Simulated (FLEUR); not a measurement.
## E(M) of FeI2

Wanted: E(M) for FeI2, with its minima.

Main program and level: FLEUR MaX-R8.1; PBEsol; all-electron FLAPW, Dirac cores, scalar-relativistic bands.

The database entry behind the starting cell has ideal inner coordinates that were not refined, so it need not match the best structure at ambient conditions.

**1. Set-up**

It takes space group P-3m1 (No. 164, trigonal). Conventional cell: a = 4.040 Å, b = 4.040 Å, c = 6.750 Å, α = 90.00°, β = 90.00°, γ = 120.00°. Fe has 6 I at 2.88 Å nearest. Nearest to I lie 3 Fe at 2.88 Å. Farther neighbours and most contacts between anions are not listed.

Structure file:

```cif
data_structure
_symmetry_space_group_name_H-M 'P-3m1'
_symmetry_Int_Tables_number 164
_cell_length_a 4.0400
_cell_length_b 4.0400
_cell_length_c 6.7500
_cell_angle_alpha 90.000
_cell_angle_beta 90.000
_cell_angle_gamma 120.000
_cell_volume 95.41
loop_
_atom_site_label
_atom_site_type_symbol
_atom_site_symmetry_multiplicity
_atom_site_Wyckoff_symbol
_atom_site_fract_x
_atom_site_fract_y
_atom_site_fract_z
_atom_site_occupancy
Fe1 Fe 1 a 0.00000 0.00000 0.00000 1
I1 I 2 d 0.33333 0.66667 0.25000 1
```

The settings of this session are cheaper than careful work needs (see the inputs), so it shows what such settings give, not the properties of the crystal.

**2. Unconstrained state**

The free run tells which range of moments is worth scanning.

inpgen writes inp.xml from crystal.txt; cutoffs, mixing, functional, smearing and local orbitals are then set in the file. The k list default-1 (kpts.xml, not shown) is a Γ-centred 4×4×2 mesh; where the ranks do not divide the number of points, some are split in two of half the weight.

inp.xml reads:

```
<?xml version="1.0" encoding="UTF-8" standalone="no"?>
<fleurInput fleurInputVersion="0.39">
   <comment>
      FeI2
   </comment>
   <calculationSetup>
      <cutoffs Kmax="3.6" Gmax="14.4" GmaxXC="14.4" numbands="0"/>
      <scfLoop itmax="90" minDistance="0.00002" maxIterBroyd="15" imix="Anderson" alpha="0.05" precondParam="0.0" spinf="2.0" sdNocoIR="T"/>
      <coreElectrons ctail="T" frcor="F" kcrel="0" coretail_lmax="0"/>
      <xcFunctional name="PBEs" relativisticCorrections="F"/>
      <magnetism jspins="2"/>
      <soc l_soc="F" theta="0.0" phi="0.0" spav="F"/>
      <expertModes spex="0" secvar="F"/>
      <geometryOptimization l_f="F" forcealpha="1.0" forcemix="BFGS" epsdisp="0.00001" epsforce="0.00001"/>
      <ldaU l_linMix="F" mixParam="0.05" spinf="1.0"/>
   </calculationSetup>
   <cell>
      <bzIntegration valenceElectrons="50.0" mode="hist" fermiSmearingEnergy="0.00183747">
         <kPointListSelection listName="default-1"/>
         <xi:include xmlns:xi="http://www.w3.org/2001/XInclude" href="kpts.xml"> </xi:include>
      </bzIntegration>
      <xi:include xmlns:xi="http://www.w3.org/2001/XInclude" href="sym.xml"> </xi:include>
      <bulkLattice scale="1.0">
         <bravaisMatrix>
            <row-1>    7.6344935434028969     0.0000000000000000     0.0000000000000000</row-1>
            <row-2>   -3.8172467716920000     6.6116653536193546     0.0000000000000000</row-2>
            <row-3>    0.0000000000000000     0.0000000000000000    12.7556513410499992</row-3>
         </bravaisMatrix>
      </bulkLattice>
   </cell>
   <atomSpecies>
      <species name="Iron (Fe) 4.000" element="Fe" atomicNumber="26">
         <mtSphere radius="2.65" gridPoints="877" logIncrement="0.014"/>
         <atomicCutoffs lmax="12" lnonsphr="8"/>
         <electronConfig flipSpins="F">
            <coreConfig>(1s1/2) (2s1/2) (2p1/2) (2p3/2)</coreConfig>
            <valenceConfig>(3s1/2) (3p1/2) (3p3/2) (4s1/2) (3d3/2) (3d5/2)</valenceConfig>
            <stateOccupation state="(3d3/2)" spinUp="2.0" spinDown="0.4"/>
            <stateOccupation state="(3d5/2)" spinUp="3.0" spinDown="0.6"/>
         </electronConfig>
         <energyParameters s="4" p="4" d="3" f="4"/>
         <lo type="SCLO" l="0" n="3" eDeriv="0"/>
         <lo type="SCLO" l="1" n="3" eDeriv="0"/>
      </species>
      <species name="Iodine (I)" element="I" atomicNumber="53">
         <mtSphere radius="2.65" gridPoints="877" logIncrement="0.015"/>
         <atomicCutoffs lmax="12" lnonsphr="8"/>
         <electronConfig flipSpins="F">
            <coreConfig>(1s1/2) (2s1/2) (2p1/2) (2p3/2) (3s1/2) (3p1/2) (3p3/2) (4s1/2) (3d3/2) (3d5/2) (4p1/2) (4p3/2)</coreConfig>
            <valenceConfig>(5s1/2) (4d3/2) (4d5/2) (5p1/2) (5p3/2)</valenceConfig>
            <stateOccupation state="(5p1/2)" spinUp="0.833333" spinDown="0.833333"/>
            <stateOccupation state="(5p3/2)" spinUp="1.666667" spinDown="1.666667"/>
         </electronConfig>
         <energyParameters s="5" p="5" d="5" f="4"/>
         <lo type="SCLO" l="2" n="4" eDeriv="0"/>
      </species>
   </atomSpecies>
   <atomGroups>
      <atomGroup species="Iron (Fe) 4.000">
         <relPos label="                   1">.0000000000 .0000000000 .0000000000</relPos>
         <force calculate="T" relaxXYZ="TTT"/>
      </atomGroup>
      <atomGroup species="Iodine (I)">
         <relPos label="                   2">1.000/3.000 -1.000/3.000 1.000/4.000</relPos>
         <relPos label="                   3">-1.000/3.000 1.000/3.000 -1.000/4.000</relPos>
         <force calculate="T" relaxXYZ="TTT"/>
      </atomGroup>
   </atomGroups>
   <output dos="F" band="F" slice="F">
      <bandDOS minEnergy="-.5*Htr" maxEnergy="0.5*Htr" sigma="0.015" storeEVData="T"/>
      <plotting iplot="0" polar="F">
         <plot TwoD="T" vec1="  1.0  0.0  0.0" vec2="  0.0  1.0  0.0" vec3="  0.0  0.0  1.0" zero="  0.0  0.0  0.0" file="plot"/>
      </plotting>
      <moessbauerParams electricFieldGradient="F" isomerShift="F" coreHyperfine="F" valenceHyperfine="F"/>
   </output>
</fleurInput>
```

crystal.txt reads:

```
FeI2
&input film=F cartesian=F /
4.04000000001  0.00000000000  0.00000000000
-2.02000000000  3.49874263130  0.00000000000
0.00000000000  0.00000000000  6.75000000000
1.8897261246
1.0 1.0 1.0

3
26 0.00000000000  0.00000000000  0.00000000000 : 4.000
53 0.33333333333  0.66666666667  0.25000000000
53 0.66666666667  0.33333333333  0.75000000000

&kpt div1=4 div2=4 div3=2 gamma=T /
```

Launch:

```bash
OMP_NUM_THREADS=1 inpgen -f crystal.txt > inpgen.log  # inp.xml is then edited as shown
OMP_NUM_THREADS=1 mpirun -n 2 fleur_MPI > fleur.log
```

What it wrote:

```text
Welcome to FLEUR        (www.flapw.de)
      MaX-Release 8.1          (www.max-centre.eu)

 ========== k-point set info ==========
 Selected k-point list: default-1
 k-point list type: mesh
 4 x 4 x 2
 Number of k points: 8

 ------------Calculation Setup---------------------------
 Number of MPI-tasks      :            2
 Number of PE/node        :            2
 Number of OMP-threads    :            1
 k-points in parallel     :            2
 pe's per k-point         :            1
 No of k-point loops      :            4
 Eigenvalue solver        :       lapack
 Number of basis functions:          567
 Approximate size of matrices (H+S) per k-point:         0.005 GB
 --------------------------------------------------------
 Iteration:     1   Distance:       6.40910029 me/bohr^3
 Iteration:     2   Distance:       5.17857360 me/bohr^3
 Iteration:     3   Distance:       3.89155049 me/bohr^3
 Iteration:     4   Distance:       2.87321228 me/bohr^3
 Iteration:     5   Distance:       1.51716941 me/bohr^3
 Iteration:     6   Distance:       1.51280145 me/bohr^3
 Iteration:     7   Distance:       1.15535986 me/bohr^3
 Iteration:     8   Distance:       0.79611847 me/bohr^3
 Iteration:     9   Distance:       0.76273536 me/bohr^3
 Iteration:    10   Distance:       0.54679452 me/bohr^3
 Iteration:    11   Distance:       0.29612191 me/bohr^3
 Iteration:    12   Distance:       0.29956456 me/bohr^3
 Iteration:    13   Distance:       0.24306202 me/bohr^3
 Iteration:    14   Distance:       0.06312280 me/bohr^3
 Iteration:    15   Distance:       0.01824527 me/bohr^3
 Iteration:    16   Distance:       0.01701505 me/bohr^3
 Iteration:    17   Distance:       0.00637205 me/bohr^3
 Iteration:    18   Distance:       0.00513493 me/bohr^3
 Iteration:    19   Distance:       0.00184735 me/bohr^3
 Iteration:    20   Distance:       0.00097171 me/bohr^3
 Iteration:    21   Distance:       0.00092757 me/bohr^3
 Iteration:    22   Distance:       0.00050738 me/bohr^3
 Iteration:    23   Distance:       0.00030203 me/bohr^3
 Iteration:    24   Distance:       0.00021581 me/bohr^3
 Iteration:    25   Distance:       0.00007898 me/bohr^3
 Iteration:    26   Distance:       0.00002059 me/bohr^3
 Iteration:    27   Distance:       0.00000915 me/bohr^3

 ********************************************************************
 Run finished successfully
 Stop message:
   all done
 ********************************************************************

--- out.xml (last complete iteration) ---
<iteration numberForCurrentRun="   27" overallNumber="   27">
         [... left out ...]
         <bandgap value="0.0090486011" units="eV"/>
         <sumValenceSingleParticleEnergies value="-46.1141269274" units="Htr"/>
         <FermiEnergy value="0.1790331319" units="Htr"/>
         <valenceDensity>
            <mtCharges spin="1">
               <mtCharge atomType="1" total="9.2542775" s="1.2020085" p="3.1927536" d="4.8407169" f="0.0152056"/>
               <mtCharge atomType="2" total="7.6241421" s="0.8447841" p="1.7576130" d="5.0151754" f="0.0052108"/>
            </mtCharges>
            <mtCharges spin="2">
               <mtCharge atomType="1" total="5.7650409" s="1.1706851" p="3.1708438" d="1.4064161" f="0.0137936"/>
               <mtCharge atomType="2" total="7.4396737" s="0.8390743" p="1.5829031" d="5.0134669" f="0.0035650"/>
            </mtCharges>
            <spinDependentCharge spin="1" total="27.0000000" interstitial="2.4974382" mtSpheres="24.5025618"/>
            <spinDependentCharge spin="2" total="23.0000000" interstitial="2.3556117" mtSpheres="20.6443883"/>
            <totalCharge value="50.0000000000"/>
         </valenceDensity>
         [... left out ...]
         <allElectronCharges>
            <spinDependentCharge spin="1" total="68.0000000" interstitial="2.4975863" mtSpheres="65.5024137"/>
            <spinDependentCharge spin="2" total="64.0000000" interstitial="2.3557589" mtSpheres="61.6442411"/>
            <totalCharge value="131.9999999801"/>
         </allElectronCharges>
         <magneticMomentsInMTSpheres units="muBohr">
            <globalMagMoment atomType="1" vec="0.00000   0.00000   3.48924"/>
            <localMagMoment atomType="1" vec="0.00000   0.00000   3.48924"/>
            <globalMagMoment atomType="2" vec="0.00000   0.00000   0.18447"/>
            <localMagMoment atomType="2" vec="0.00000   0.00000   0.18447"/>
         </magneticMomentsInMTSpheres>
         <moessbauerParams unitsHFF="kG" unitsIS="e/bohr^3" unitsEFG="Htr/bohr^2">
         </moessbauerParams>
         <totalEnergy value="   -15503.8480967058" units="Htr">
            <sumOfEigenvalues value="    -9409.4039486028">
               <coreElectrons value="-9363.2898216754"/>
               <valenceElectrons value="-46.1141269274"/>
            </sumOfEigenvalues>
            <densityCoulombPotentialIntegral value="-25240.6821026334"/>
            <densityEffectivePotentialIntegral value="-25782.2921601559"/>
            <chargeDenXCDenIntegral value="-412.0675438374"/>
            <FockExchangeEnergyValence value="0.0000000000"/>
            <FockExchangeEnergyCore value="0.0000000000"/>
            <atomTypeDependentContributions atomType="1">
               <electronNucleiInteractionDifferentMTs value="1519.4816879781"/>
               <MadelungTerm value="-7.5952455479"/>
            </atomTypeDependentContributions>
            <atomTypeDependentContributions atomType="2">
               <electronNucleiInteractionDifferentMTs value="17268.1532284572"/>
               <MadelungTerm value="-49.0975511216"/>
            </atomTypeDependentContributions>
            <tkbTimesEntropy value="0.0012661726"/>
            <freeEnergy value="-15503.8493628784"/>
            <extrapolationTo0K value="-15503.8487297921"/>
         </totalEnergy>
         <densityConvergence units="me/bohr^3">
            <chargeDensity spin="1" distance="0.0000013135"/>
            <chargeDensity spin="2" distance="0.0000089911"/>
            <overallChargeDensity distance="0.0000091537"/>
            <spinDensity distance="0.0000090190"/>
         </densityConvergence>
      </iteration>
```

Elapsed: 94 s, on 2 MPI ranks of Arm Neoverse N1, shared host; peak memory 0.24 GiB.

Spin moment in the muffin-tin sphere by atom:

| atom | spin moment in the muffin-tin sphere (μB) |
| --- | --- |
| Fe1 | 3.49 |
| I2 | 0.18 |
| I3 | 0.18 |

Read from the output:

```yaml
free_energy: -421881.2333 eV
program_s_band_gap_on_this_mesh_in_a_metal_only_a_level_spacing: 0.009049 eV
magnetization: 4 μB
final_state: ferromagnetic
```

After 27 cycles the largest moment stands at 3.49 μB.

**3. No spin polarisation**

Changes to inp.xml since step 2:

```diff
@@ -10,3 +10,3 @@
       <xcFunctional name="PBEs" relativisticCorrections="F"/>
-      <magnetism jspins="2"/>
+      <magnetism jspins="1"/>
       <soc l_soc="F" theta="0.0" phi="0.0" spav="F"/>
@@ -31,3 +31,3 @@
    <atomSpecies>
-      <species name="Iron (Fe) 4.000" element="Fe" atomicNumber="26">
+      <species name="Iron (Fe)" element="Fe" atomicNumber="26">
          <mtSphere radius="2.65" gridPoints="877" logIncrement="0.014"/>
@@ -37,4 +37,4 @@
             <valenceConfig>(3s1/2) (3p1/2) (3p3/2) (4s1/2) (3d3/2) (3d5/2)</valenceConfig>
-            <stateOccupation state="(3d3/2)" spinUp="2.0" spinDown="0.4"/>
-            <stateOccupation state="(3d5/2)" spinUp="3.0" spinDown="0.6"/>
+            <stateOccupation state="(3d3/2)" spinUp="1.200000" spinDown="1.200000"/>
+            <stateOccupation state="(3d5/2)" spinUp="1.800000" spinDown="1.800000"/>
          </electronConfig>
@@ -58,3 +58,3 @@
    <atomGroups>
-      <atomGroup species="Iron (Fe) 4.000">
+      <atomGroup species="Iron (Fe)">
          <relPos label="                   1">.0000000000 .0000000000 .0000000000</relPos>
```

Changes to crystal.txt since step 2:

```diff
@@ -9,3 +9,3 @@
 3
-26 0.00000000000  0.00000000000  0.00000000000 : 4.000
+26 0.00000000000  0.00000000000  0.00000000000
 53 0.33333333333  0.66666666667  0.25000000000
```

What it wrote:

```text
[banner, memory and clock lines left out]
Welcome to FLEUR        (www.flapw.de)
      MaX-Release 8.1          (www.max-centre.eu)

 ========== k-point set info ==========
 Selected k-point list: default-1
 k-point list type: mesh
 4 x 4 x 2
 Number of k points: 8

 [... set-up left out ...]
 Iteration:     1   Distance:      29.47286973 me/bohr^3
 Iteration:     2   Distance:      17.98008056 me/bohr^3
 Iteration:     3   Distance:      17.65849704 me/bohr^3
 Iteration:     4   Distance:      10.91853840 me/bohr^3
 Iteration:     5   Distance:      12.54849472 me/bohr^3
 Iteration:     6   Distance:       8.06923357 me/bohr^3
 Iteration:     7   Distance:       2.35680901 me/bohr^3
 Iteration:     8   Distance:       1.59142224 me/bohr^3
[... lines left out ...]
 Iteration:    21   Distance:       0.00018935 me/bohr^3
 Iteration:    22   Distance:       0.00006789 me/bohr^3
 Iteration:    23   Distance:       0.00010859 me/bohr^3
 Iteration:    24   Distance:       0.00007807 me/bohr^3
 Iteration:    25   Distance:       0.00003588 me/bohr^3
 Iteration:    26   Distance:       0.00000415 me/bohr^3

 ********************************************************************
 Run finished successfully
 Stop message:
   all done
 ********************************************************************

--- out.xml (last complete iteration) ---
<iteration numberForCurrentRun="   26" overallNumber="   26">
         [... left out ...]
         <bandgap value="0.1784985357" units="eV"/>
         <sumValenceSingleParticleEnergies value="-45.7314113352" units="Htr"/>
         <FermiEnergy value="0.1796695964" units="Htr"/>
         [... left out ...]
         <totalEnergy value="   -15503.8000909422" units="Htr">
            <sumOfEigenvalues value="    -9409.8816963005">
               <coreElectrons value="-9364.1502849653"/>
               <valenceElectrons value="-45.7314113352"/>
            </sumOfEigenvalues>
         [... left out ...]
            <freeEnergy value="-15503.8015493869"/>
            <extrapolationTo0K value="-15503.8008201646"/>
         </totalEnergy>
         <densityConvergence units="me/bohr^3">
            <chargeDensity spin="1" distance="0.0000041462"/>
         </densityConvergence>
      </iteration>
```

Elapsed: 57 s, on 2 MPI ranks; peak memory 0.19 GiB.

This step gave:

| Item | Value |
| --- | --- |
| free energy | -421879.9322 eV |
| program's band gap on this mesh (in a metal only a level spacing) | 0.1785 eV |
| final state | non-magnetic (no spin polarisation) |

Its energy lies +1301.1 meV a cell from the free run's.

**4. Moment fixed at 4.05 μB**

Two Fermi energies hold the total moment; the run starts from the free run's density.

Changes to inp.xml since step 3:

```diff
@@ -10,3 +10,3 @@
       <xcFunctional name="PBEs" relativisticCorrections="F"/>
-      <magnetism jspins="1"/>
+      <magnetism jspins="2" fixed_moment="4.05"/>
       <soc l_soc="F" theta="0.0" phi="0.0" spav="F"/>
@@ -31,3 +31,3 @@
    <atomSpecies>
-      <species name="Iron (Fe)" element="Fe" atomicNumber="26">
+      <species name="Iron (Fe) 4.000" element="Fe" atomicNumber="26">
          <mtSphere radius="2.65" gridPoints="877" logIncrement="0.014"/>
@@ -37,4 +37,4 @@
             <valenceConfig>(3s1/2) (3p1/2) (3p3/2) (4s1/2) (3d3/2) (3d5/2)</valenceConfig>
-            <stateOccupation state="(3d3/2)" spinUp="1.200000" spinDown="1.200000"/>
-            <stateOccupation state="(3d5/2)" spinUp="1.800000" spinDown="1.800000"/>
+            <stateOccupation state="(3d3/2)" spinUp="2.0" spinDown="0.4"/>
+            <stateOccupation state="(3d5/2)" spinUp="3.0" spinDown="0.6"/>
          </electronConfig>
@@ -58,3 +58,3 @@
    <atomGroups>
-      <atomGroup species="Iron (Fe)">
+      <atomGroup species="Iron (Fe) 4.000">
          <relPos label="                   1">.0000000000 .0000000000 .0000000000</relPos>
```

Launch:

```bash
OMP_NUM_THREADS=1 mpirun -n 2 fleur_MPI > fleur.log
```

What it wrote:

```text
[banner, memory and clock lines left out]
Welcome to FLEUR        (www.flapw.de)
      MaX-Release 8.1          (www.max-centre.eu)

 ========== k-point set info ==========
 Selected k-point list: default-1
 k-point list type: mesh
 4 x 4 x 2
 Number of k points: 8

 [... set-up left out ...]
 Iteration:     1   Distance:       0.30960697 me/bohr^3
 Iteration:     2   Distance:       0.28020398 me/bohr^3
 Iteration:     3   Distance:       0.20564468 me/bohr^3
 Iteration:     4   Distance:       0.03204610 me/bohr^3
 Iteration:     5   Distance:       0.02941731 me/bohr^3
 Iteration:     6   Distance:       0.01076235 me/bohr^3
 Iteration:     7   Distance:       0.00339547 me/bohr^3
 Iteration:     8   Distance:       0.00504584 me/bohr^3
 Iteration:     9   Distance:       0.00152373 me/bohr^3
 Iteration:    10   Distance:       0.00049896 me/bohr^3
 Iteration:    11   Distance:       0.00057334 me/bohr^3
 Iteration:    12   Distance:       0.00033498 me/bohr^3
 Iteration:    13   Distance:       0.00004082 me/bohr^3
 Iteration:    14   Distance:       0.00009121 me/bohr^3
 Iteration:    15   Distance:       0.00001570 me/bohr^3

 ********************************************************************
 Run finished successfully
 Stop message:
   all done
 ********************************************************************

--- out.xml (last complete iteration) ---
<iteration numberForCurrentRun="   15" overallNumber="   42">
         [... left out ...]
         <bandgap value="0.3870316835" units="eV"/>
         <sumValenceSingleParticleEnergies value="-23.2706490845" units="Htr"/>
         <bandgap value="0.0116457265" units="eV"/>
         <sumValenceSingleParticleEnergies value="-46.1380001065" units="Htr"/>
         <FermiEnergy value="0.1779988807" units="Htr"/>
         <FixedTotalMoment fermiEnergyUp="0.2549966647" fermiEnergyDown="0.1779988807" units="Htr"/>
         [... left out ...]
         <magneticMomentsInMTSpheres units="muBohr">
            <globalMagMoment atomType="1" vec="0.00000   0.00000   3.51399"/>
            <globalMagMoment atomType="2" vec="0.00000   0.00000   0.19022"/>
         </magneticMomentsInMTSpheres>
         [... left out ...]
         <totalEnergy value="   -15503.8462058361" units="Htr">
            <sumOfEigenvalues value="    -9409.4528696504">
               <coreElectrons value="-9363.3148695439"/>
               <valenceElectrons value="-46.1380001065"/>
            </sumOfEigenvalues>
         [... left out ...]
            <freeEnergy value="-15503.8475246933"/>
            <extrapolationTo0K value="-15503.8468652647"/>
         </totalEnergy>
         <densityConvergence units="me/bohr^3">
            <chargeDensity spin="1" distance="0.0000058286"/>
            <chargeDensity spin="2" distance="0.0000142171"/>
            <overallChargeDensity distance="0.0000150258"/>
            <spinDensity distance="0.0000156978"/>
         </densityConvergence>
      </iteration>
```

The job ended after 52 s (2 MPI ranks; peak memory 0.24 GiB).

Read from the output:

```
magnetization : 4.05 μB
```

Its energy lies +50.0 meV a cell from the free run's.

(Part 1 of 2 ends here.)

[Logs and program files are shortened in this print: banners, set-up blocks, solver, clock and traceback lines can be left out without a mark of their own.]

[Logs are printed without paths, hosts, clocks, repeated set-up lines and the standing remarks that a program may print on its own settings, such as how far it seeks lower states.]

[Hosts, paths, dates, database ids (printed as entryN), source tags and the programs' standing remarks are cut or masked in the printed files.]

[Where a cell is said to come from a database of computed structures, the database is the Materials Project.]
